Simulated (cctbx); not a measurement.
# A crystallographic session in cctbx: HoSi3Pb

Library: cctbx 2025.11. The data are simulated by the first script.

## 1. Simulate the data

run.py:

```python
from cctbx import adptbx, crystal, miller, sgtbx, xray
from cctbx.array_family import flex
from iotbx.shelx import hklf
from scitbx import matrix
import scitbx.random

cs = crystal.symmetry(unit_cell=(4.478, 4.478, 10.354, 90, 90, 90), space_group_symbol='Hall: I 4 -2')  # I4mm
atoms = [  # label, site, U (iso, or U11 U22 U33 U12 U13 U23 in A^2), occupancy
    ("Pb1", (0.5, 0.5, 0.1557), 0.0047, 1),
    ("Ho1", (0.5, 0.5, 0.4975), 0.0047, 1),
    ("Si1", (0, 0.5, 0.2597), 0.0106, 1),
    ("Si2", (0, 0, 0.4202), 0.0093, 1),
]
xs = xray.structure(crystal_symmetry=cs)
for label, site, u, occ in atoms:
    u = adptbx.u_cif_as_u_star(cs.unit_cell(), u) if isinstance(u, tuple) else u
    xs.add_scatterer(xray.scatterer(label, site=site, u=u, occupancy=occ))
xs.set_inelastic_form_factors(0.71073, "sasaki")
xs.show_summary()
p1 = xs.expand_to_p1()
ms = miller.build_set(p1, anomalous_flag=True, d_min=0.65)
flex.set_random_seed(4984)
scitbx.random.set_random_seed(4984)
ms = ms.select(flex.random_double(ms.size()) < 0.95)
i = ms.structure_factors_from_scatterers(p1, algorithm="direct").f_calc().as_intensity_array().data()
i = i / flex.sqrt(1 + 0.1 * i / flex.max(i))  # extinction
i = i * 20000 / flex.max(i)
sig = flex.sqrt(i + flex.pow2(0.02 * i) + 15 ** 2)
noise = scitbx.random.variate(scitbx.random.normal_distribution())(i.size())
data = ms.array(data=i + sig * noise, sigmas=sig).set_observation_type_xray_intensity()
with open("data.hkl", "w") as f:
    data.export_as_shelx_hklf(f)
print("reflections written:", data.size(), " <I/sigma> = %.1f" % flex.mean(data.data() / data.sigmas()))
for h, a, b in list(data.sort("data"))[:12]:
    print("%4d%4d%4d %9.1f %7.1f" % (h + (a, b)))
```

```console
$ python run.py
```

```text
Number of scatterers: 4
At special positions: 4
Unit cell: (4.478, 4.478, 10.354, 90, 90, 90)
Space group: I 4 m m (No. 107)
reflections written: 2990  <I/sigma> = 15.5
   2   0   0   20339.4   424.5
   0   2   0   20182.9   424.5
   0  -2   0   19916.9   424.5
   2  -2   0   15527.3   328.1
  -1   0   3   15429.7   320.3
   2   2   0   15274.2   328.1
  -2  -2   0   14937.9   328.1
  -2   2   0   14887.4   328.1
   0   1   3   14685.6   320.3
   0  -1   3   14661.8   320.3
   1   0   3   14393.3   320.3
   0   1  -3   14096.9   307.0
```

Run time: 0.33 s on 1 thread of Arm Neoverse N1, with other jobs on the host, peak memory 0.07 GiB.

## 2. Symmetry

run.py:

```python
from cctbx import crystal, sgtbx, statistics
from cctbx.array_family import flex
from iotbx.shelx import hklf

p1 = crystal.symmetry(unit_cell=(4.478, 4.478, 10.354, 90, 90, 90), space_group_symbol="P 1")
raw = hklf.reader(file_name="data.hkl").as_miller_arrays(crystal_symmetry=p1, anomalous=True)[0]
print(raw.size(), "reflections to d = %.3f A" % raw.d_min())
isig = raw.data() / raw.sigmas()
print("centring   violations  <I/sigma> of those")
best = "P"
for c in "ABCIRF":
    a = raw.customized_copy(space_group_info=sgtbx.space_group_info("Hall: %s 1" % c)).sys_absent_flags().data()
    m = flex.mean(isig.select(a))
    print("%5s %10d of %5d %8.1f" % (c, (isig.select(a) > 4).count(True), a.count(True), m))
    if (isig.select(a) > 4).count(True) < 0.01 * a.count(True):
        best = c
raw = raw.select(~raw.customized_copy(space_group_info=sgtbx.space_group_info("Hall: %s 1" % best)).sys_absent_flags().data())
isig = raw.data() / raw.sigmas()
rows = []
for s in sgtbx.space_group_symbol_iterator():
    g = sgtbx.space_group(s)
    if g.conventional_centring_type_symbol() != best or not g.is_compatible_unit_cell(p1.unit_cell(), 1e-3, 0.02):
        continue
    rows.append((s, g))
print("Laue class    unique    Rint  (classes that these axes allow; Friedel mates merged)")
rint = {}
for s, g in rows:
    laue = g.build_derived_patterson_group()
    key = laue.type().hall_symbol()
    if key not in rint:
        m = raw.customized_copy(space_group_info=laue.info(), anomalous_flag=False).merge_equivalents()
        rint[key] = m.r_int()
        print("%-14s %6d %7.3f" % (laue.type().lookup_symbol(), m.array().size(), m.r_int()))
floor = min(rint.values())
good = [(s, g) for s, g in rows if rint[g.build_derived_patterson_group().type().hall_symbol()] < 2 * floor + 0.03]
top = max(g.build_derived_patterson_group().order_z() for s, g in good)
print("space group    extra absences  I>4sigma  <I/sigma>")
for s, g in good:
    laue = g.build_derived_patterson_group()
    if laue.order_z() != top:
        continue
    a = raw.customized_copy(space_group_info=g.info()).sys_absent_flags().data()
    a &= ~raw.customized_copy(space_group_info=laue.info()).sys_absent_flags().data()
    bad = (isig.select(a) > 4).count(True)
    if bad <= 0.03 * a.count(True):
        print("%-16s %8d %10d %9s  %s" % (s.universal_hermann_mauguin(), a.count(True), bad, "%.1f" % flex.mean(isig.select(a)) if a.count(True) else "-", "centric" if g.is_centric() else "acentric"))
laue = max(good, key=lambda t: t[1].build_derived_patterson_group().order_z())[1].build_derived_patterson_group()
f = raw.customized_copy(space_group_info=laue.info(), anomalous_flag=False).merge_equivalents().array().eliminate_sys_absent().f_sq_as_f()
f.set_observation_type_xray_amplitude()
bins = max(3, min(8, f.size() // 12))
f.setup_binner(n_bins=bins)
w = statistics.wilson_plot(f, {e: n / laue.order_z() for e, n in {'Pb': 2.0, 'Ho': 2.0, 'Si': 6.0}.items()}, e_statistics=True)
print("Wilson B = %.2f A^2   <|E^2-1|> = %.3f (0.968 centric, 0.736 acentric)   E^2>4: %.1f %%" % (w.wilson_b, w.mean_e_sq_minus_1, w.percent_e_sq_gt_2))
print("shell (A)         n   <I/sigma>")
m = raw.customized_copy(space_group_info=laue.info(), anomalous_flag=False).merge_equivalents().array().eliminate_sys_absent()
for b in m.setup_binner(n_bins=bins).range_used():
    sel = m.binner().selection(b)
    print("%5.2f - %4.2f %6d %8.1f" % (min(m.binner().bin_d_range(b)[0] if m.binner().bin_d_range(b)[0] > 0 else 99, 99), m.binner().bin_d_range(b)[1], sel.count(True), flex.mean((m.data() / m.sigmas()).select(sel))))
```

```console
$ python run.py
```

```text
2990 reflections to d = 0.652 A
centring   violations  <I/sigma> of those
    A        734 of  1504     15.3
    B        727 of  1503     15.1
    C        763 of  1483     15.5
    I          0 of  1460      0.0
    R        998 of  1988     15.5
    F       1112 of  2245     15.3
Laue class    unique    Rint  (classes that these axes allow; Friedel mates merged)
I 1 2/m 1         443   0.067
I 1 1 2/m         421   0.068
I 2/m 1 1         443   0.067
I m m m           253   0.068
I 4/m             214   0.068
I 4/m m m         144   0.069
space group    extra absences  I>4sigma  <I/sigma>
I 4 2 2                 0          0         -  acentric
I 4 m m                 0          0         -  acentric
I -4 m 2                0          0         -  acentric
I -4 2 m                0          0         -  acentric
I 4/m m m               0          0         -  centric
Wilson B = 0.31 A^2   <|E^2-1|> = 0.564 (0.968 centric, 0.736 acentric)   E^2>4: 0.0 %
shell (A)         n   <I/sigma>
 5.18 - 1.30     25     48.2
 1.30 - 1.03     20     51.7
 1.03 - 0.90     15     45.6
 0.90 - 0.82     20     48.3
 0.82 - 0.76     14     51.4
 0.76 - 0.72     19     35.8
 0.72 - 0.68     15     52.7
 0.68 - 0.65     16     47.1
```

Time: 0.38 s.

## 3. Charge flipping

run.py:

```python
import itertools
from cctbx import crystal, maptbx
from cctbx.array_family import flex
from iotbx.shelx import hklf
from smtbx.ab_initio import charge_flipping as cf

cs = crystal.symmetry(unit_cell=(4.478, 4.478, 10.354, 90, 90, 90), space_group_symbol='Hall: I 4 -2')  # I4mm
raw = hklf.reader(file_name="data.hkl").as_miller_arrays(crystal_symmetry=cs, anomalous=True)[0]
merged = raw.eliminate_sys_absent().merge_equivalents()
fo2 = merged.array().set_observation_type_xray_intensity()
f = fo2.average_bijvoet_mates().f_sq_as_f().resolution_filter(d_min=0.8)
p1 = f.expand_to_p1()
work = p1
flex.set_random_seed(46904)
it = cf.weak_reflection_improved_iterator(delta=None, weak_reflection_fraction=0.2)
it.start(work, phases=flex.random_double(p1.size()) * 6.2832, f_000=0)
it.delta = 1 * it.rho_map.sigma()
print("cycle      R  skewness")
for n, st in enumerate(itertools.islice(it, 100)):
    if n % 8 == 0:
        print("%5d %6.3f %8.2f" % (n, st.r1_factor(), st.rho_map.skewness()))
rho = p1.phase_transfer(it.f_calc).fft_map().apply_volume_scaling()
polish = cf.low_density_elimination_iterator(constant_rho_c=rho.sigma())
polish.start(f_obs=p1, phases=it.f_calc, f_000=0)
for _ in range(8):
    next(polish)
print("origin shift          correlation  skewness")
maps = []
for fc, shift, cc in itertools.islice(cf.f_calc_symmetrisations(f, polish.f_calc, 0), 4):
    m = f.phase_transfer(fc).fft_map(symmetry_flags=maptbx.use_space_group_symmetry, resolution_factor=0.25).apply_sigma_scaling()
    maps.append((m.skewness(), cc, m))
    print("%6.3f %6.3f %6.3f %10.3f %9.2f" % (tuple(shift) + (cc, m.skewness())))
skew, cc, m = max((t for t in maps if t[1] > maps[0][1] - 0.04), key=lambda t: t[0])
print("taken: symmetry correlation %.3f, skewness %.2f" % (cc, skew))
peaks = m.peak_search(parameters=maptbx.peak_search_parameters(min_distance_sym_equiv=0.9, max_clusters=9)).all()
sps = cs.special_position_settings(min_distance_sym_equiv=0.5)
print("peak      x       y       z  mult  height/sigma")
for k, (x, h) in enumerate(zip(peaks.sites(), peaks.heights())):
    ss = sps.site_symmetry(x)
    print("Q%-3d %7.4f %7.4f %7.4f %4d %8.1f" % ((k + 1,) + tuple(t % 1 for t in ss.exact_site()) + (ss.multiplicity(), h)))
```

```console
$ python run.py
```

```text
cycle      R  skewness
    0  0.481     0.23
    8  0.361     1.76
   16  0.382     2.02
   24  0.381     3.34
   32  0.341     5.41
   40  0.314     5.58
   48  0.319     5.42
   56  0.314     5.53
   64  0.314     5.34
   72  0.308     5.07
   80  0.337     5.13
   88  0.336     5.45
   96  0.321     5.92
origin shift          correlation  skewness
 0.042  0.306 -0.000      0.895      4.89
 0.266  0.417  0.000      0.646      1.05
 0.243  0.761  0.000      0.578      0.95
taken: symmetry correlation 0.895, skewness 4.89
peak      x       y       z  mult  height/sigma
Q1    0.0000  0.0000  0.3627    2     17.4
Q2    0.0000  0.0000  0.7215    2     10.1
Q3    0.0000  0.0000  0.0239    2      8.2
Q4    0.0000  0.0000  0.8398    2      3.4
Q5    0.0000  0.5000  0.0866    4      2.5
Q6    0.1876  0.1876  0.8850    8      2.4
Q7    0.0000  0.0000  0.1871    2      2.3
Q8    0.0000  0.1909  0.4375    8      2.0
Q9    0.0000  0.3835  0.7488    8      1.9
```

Time: 0.38 s.

## 4. Refinement (model from the peaks)

run.py:

```python
import math
from cctbx import adptbx, crystal, maptbx, sgtbx, xray
from cctbx.array_family import flex
from cctbx.xray import observations
from iotbx.shelx import hklf
from scitbx.lstbx import normal_eqns_solving
from smtbx import absolute_structure, utils
from smtbx.refinement import constraints, least_squares

cs = crystal.symmetry(unit_cell=(4.478, 4.478, 10.354, 90, 90, 90), space_group_symbol='Hall: I 4 -2')  # I4mm
atoms = [  # label, site, U (iso, or U11 U22 U33 U12 U13 U23 in A^2), occupancy
    ("Ho1", (0, 0, 0.3627), 0.0200, 1),
    ("Pb1", (0, 0, 0.7215), 0.0200, 1),
    ("Si1", (0, 0, 0.0239), 0.0200, 1),
    ("Si2", (0, 0, 0.8398), 0.0200, 1),
    ("Si3", (0, 0, 0.1871), 0.0200, 1),
]
xs = xray.structure(crystal_symmetry=cs)
for label, site, u, occ in atoms:
    u = adptbx.u_cif_as_u_star(cs.unit_cell(), u) if isinstance(u, tuple) else u
    xs.add_scatterer(xray.scatterer(label, site=site, u=u, occupancy=occ))
xs.set_inelastic_form_factors(0.71073, "sasaki")
raw = hklf.reader(file_name="data.hkl").as_miller_arrays(crystal_symmetry=cs, anomalous=True)[0]
merged = raw.eliminate_sys_absent().merge_equivalents()
fo2 = merged.array().set_observation_type_xray_intensity()
print("Rint %.3f, %d unique reflections to %.2f A" % (merged.r_int(), fo2.size(), fo2.d_min()))
for sc in xs.scatterers():
    sc.flags.set_grad_site(True)
    sc.flags.set_grad_u_aniso(sc.flags.use_u_aniso())
    sc.flags.set_grad_u_iso(sc.flags.use_u_iso())
obs = fo2.as_xray_observations()
extra = {}
rep = constraints.reparametrisation(xs, [], utils.connectivity_table(xs), **extra)
ls = least_squares.crystallographic_ls(obs, rep, weighting_scheme=least_squares.mainstream_shelx_weighting(a=0, b=0))
print("cycle     R1     wR2    GooF  max shift (A)")
for cycle in range(6):
    ls.build_up()
    r1, wr2, goof = ls.r1_factor(cutoff_factor=2)[0], ls.wR2(), ls.goof()
    old = xs.sites_cart()
    normal_eqns_solving.levenberg_marquardt_iterations(ls, n_max_iterations=3, tau=0.0001, step_threshold=1e-7)
    big = flex.max((xs.sites_cart() - old).norms())
    print("%4d %7.4f %7.4f %7.3f %9.5f" % (cycle + 1, r1, wr2, goof, big))
    ls.build_up(objective_only=True)
    if abs(ls.wR2() - wr2) < 5e-5 and big < 5e-4:
        break
ls.build_up()
print("final R1 %.4f wR2 %.4f GooF %.3f  parameters %d  data/parameter %.1f" % (ls.r1_factor(cutoff_factor=2)[0], ls.wR2(), ls.goof(), ls.n_parameters, fo2.size() / ls.n_parameters))
cov = ls.covariance_matrix_and_annotations()
su = dict(zip(cov.annotations, (math.sqrt(max(v, 0)) for v in cov.matrix.matrix_packed_u_diagonal())))
a2 = cs.unit_cell().reciprocal_parameters()[0] ** -2
print("atom        x        y        z      Ueq    occ   su(xyz)  su(Uiso or U11)")
for sc in xs.scatterers():
    s = max(su.get(sc.label + k, 0) for k in (".x", ".y", ".z"))
    npd = "" if sc.is_positive_definite_u(cs.unit_cell()) else "  NPD"
    print("%-5s %8.5f %8.5f %8.5f %8.4f %6.3f %8.5f %7.4f%s" % ((sc.label,) + sc.site + (sc.u_iso_or_equiv(cs.unit_cell()), sc.occupancy, s, su.get(sc.label + ".uiso", su.get(sc.label + ".u11", 0) * a2), npd)))
fo = fo2.f_sq_as_f()
fc = fo.structure_factors_from_scatterers(xs, algorithm="direct").f_calc()
diff = fo.f_obs_minus_f_calc(1 / math.sqrt(ls.scale_factor()), fc).average_bijvoet_mates()
m = diff.fft_map(symmetry_flags=maptbx.use_space_group_symmetry, resolution_factor=0.25).apply_volume_scaling()
print("difference map: max %.2f min %.2f rms %.2f" % (m.statistics().max(), m.statistics().min(), m.statistics().sigma()))
peaks = m.peak_search(parameters=maptbx.peak_search_parameters(min_distance_sym_equiv=0.6, max_clusters=5)).all()
near = xs.closest_distances(peaks.sites(), distance_cutoff=4)
sps = cs.special_position_settings(min_distance_sym_equiv=0.5)
for k, (x, h) in enumerate(zip(peaks.sites(), peaks.heights())):
    ss = sps.site_symmetry(x)
    print("Q%-3d %7.4f %7.4f %7.4f %4d %7.2f  %.2f A from %s" % ((k + 1,) + tuple(t % 1 for t in ss.exact_site()) + (ss.multiplicity(), h, near.smallest_distances[k], xs.scatterers()[near.i_seqs[k]].label)))
```

```console
$ python run.py
```

```text
Rint 0.020, 275 unique reflections to 0.65 A
cycle     R1     wR2    GooF  max shift (A)
   1  0.3253  0.6101  44.164   0.06395
   2  0.2106  0.4480  32.430   0.02831
   3  0.1703  0.3732  27.013   0.01220
   4  0.1656  0.3577  25.894   0.01123
   5  0.1628  0.3507  25.387   0.01066
   6  0.1608  0.3470  25.115   0.01033
final R1 0.1595 wR2 0.3446 GooF 24.945  parameters 10  data/parameter 27.5
atom        x        y        z      Ueq    occ   su(xyz)  su(Uiso or U11)
Ho1    0.00000  0.00000  0.37207   0.0078  1.000  0.00062  0.0022
Pb1    0.00000  0.00000  0.71531   0.0013  1.000  0.00038  0.0011
Si1    0.00000  0.00000  0.02664   0.0210  1.000  0.00683  0.0111
Si2    0.00000  0.00000  0.84161   0.0233  1.000  0.00608  0.0114
Si3    0.00000  0.00000  0.18020   0.0223  1.000  0.00570  0.0108
difference map: max 46.82 min -32.40 rms 3.23
Q1    0.0000  0.0000  0.7180    2   46.84  0.03 A from Pb1
Q2    0.0000  0.0000  0.9545    2   34.62  0.75 A from Si1
Q3    0.0000  0.5000  0.1095    4   33.77  2.36 A from Si3
Q4    0.0000  0.5000  0.4755    4   32.04  2.30 A from Si1
Q5    0.0000  0.0000  0.1366    2   31.35  0.45 A from Si3
```

Time: 0.64 s.

Figures of merit this high mean that the model is still wrong or incomplete.

## 5. Refinement (anisotropic displacement)

run.py, as its changes from the last script of this kind:

```diff
@@ -12,5 +12,5 @@
-    ("Ho1", (0, 0, 0.3627), 0.0200, 1),
-    ("Pb1", (0, 0, 0.7215), 0.0200, 1),
-    ("Si1", (0, 0, 0.0239), 0.0200, 1),
-    ("Si2", (0, 0, 0.8398), 0.0200, 1),
-    ("Si3", (0, 0, 0.1871), 0.0200, 1),
+    ("Ho1", (0, 0, 0.37207), 0.0078, 1),
+    ("Pb1", (0, 0, 0.71531), 0.0030, 1),
+    ("Si1", (0, 0, 0.02664), 0.0210, 1),
+    ("Si2", (0, 0, 0.84161), 0.0233, 1),
+    ("Si3", (0, 0, 0.1802), 0.0223, 1),
@@ -22,0 +23 @@
+xs.convert_to_anisotropic()
@@ -36 +37 @@
-for cycle in range(6):
+for cycle in range(8):
@@ -40 +41 @@
-    normal_eqns_solving.levenberg_marquardt_iterations(ls, n_max_iterations=3, tau=0.0001, step_threshold=1e-7)
+    normal_eqns_solving.levenberg_marquardt_iterations(ls, n_max_iterations=3, tau=1e-06, step_threshold=1e-7)
@@ -55,0 +57,4 @@
+fc = fo2.structure_factors_from_scatterers(xs, algorithm="direct").f_calc()
+absolute_structure.flack_analysis(xs, fo2.as_xray_observations()).show()
+h = absolute_structure.hooft_analysis(fo2, fc, scale_factor=ls.scale_factor())
+print("Hooft y: %.3f(%.0f)  Bijvoet pairs: %d" % (h.hooft_y, 1000 * h.sigma_y, h.n_bijvoet_pairs))
@@ -61 +66 @@
-peaks = m.peak_search(parameters=maptbx.peak_search_parameters(min_distance_sym_equiv=0.6, max_clusters=5)).all()
+peaks = m.peak_search(parameters=maptbx.peak_search_parameters(min_distance_sym_equiv=0.6, max_clusters=6)).all()
```

```console
$ python run.py
```

```text
Rint 0.020, 275 unique reflections to 0.65 A
cycle     R1     wR2    GooF  max shift (A)
   1  0.1596  0.3470  25.355   0.21491
   2  0.1320  0.2938  21.471   0.00000
final R1 0.1320 wR2 0.2938 GooF 21.471  parameters 15  data/parameter 18.3
atom        x        y        z      Ueq    occ   su(xyz)  su(Uiso or U11)
Ho1    0.00000  0.00000  0.37310   0.0071  1.000  0.00101  0.0032  NPD
Pb1    0.00000  0.00000  0.71513   0.0034  1.000  0.00101  0.0013
Si1    0.00000  0.00000  0.02801   0.1677  1.000  0.05020  0.0149  NPD
Si2    0.00000  0.00000  0.84352   0.2448  1.000  0.02353  0.4039
Si3    0.00000  0.00000  0.15944   0.0495  1.000  0.01053  0.0348
Flack x: 1.04(5)
Hooft y: 1.073(5)  Bijvoet pairs: 131
difference map: max 34.03 min -15.41 rms 2.37
Q1    0.0000  0.0000  0.7141    2   34.61  0.01 A from Pb1
Q2    0.0000  0.5000  0.4782    4   33.52  2.30 A from Si1
Q3    0.0000  0.5000  0.1085    4   29.65  2.30 A from Si3
Q4    0.0000  0.0000  0.1400    2   12.09  0.20 A from Si3
Q5    0.0000  0.0000  0.9478    2   10.86  0.83 A from Si1
Q6    0.0000  0.5000  0.3096    4    8.74  2.27 A from Si2
```

It took 0.51 s on 1 thread of Arm Neoverse N1, on a shared host, peak memory 0.09 GiB.

Figures of merit this high mean that the model is still wrong or incomplete.

[Logs are printed without paths, hosts, clocks, repeated set-up lines and the standing remarks that a program may print on its own settings, such as how far it seeks lower states.]
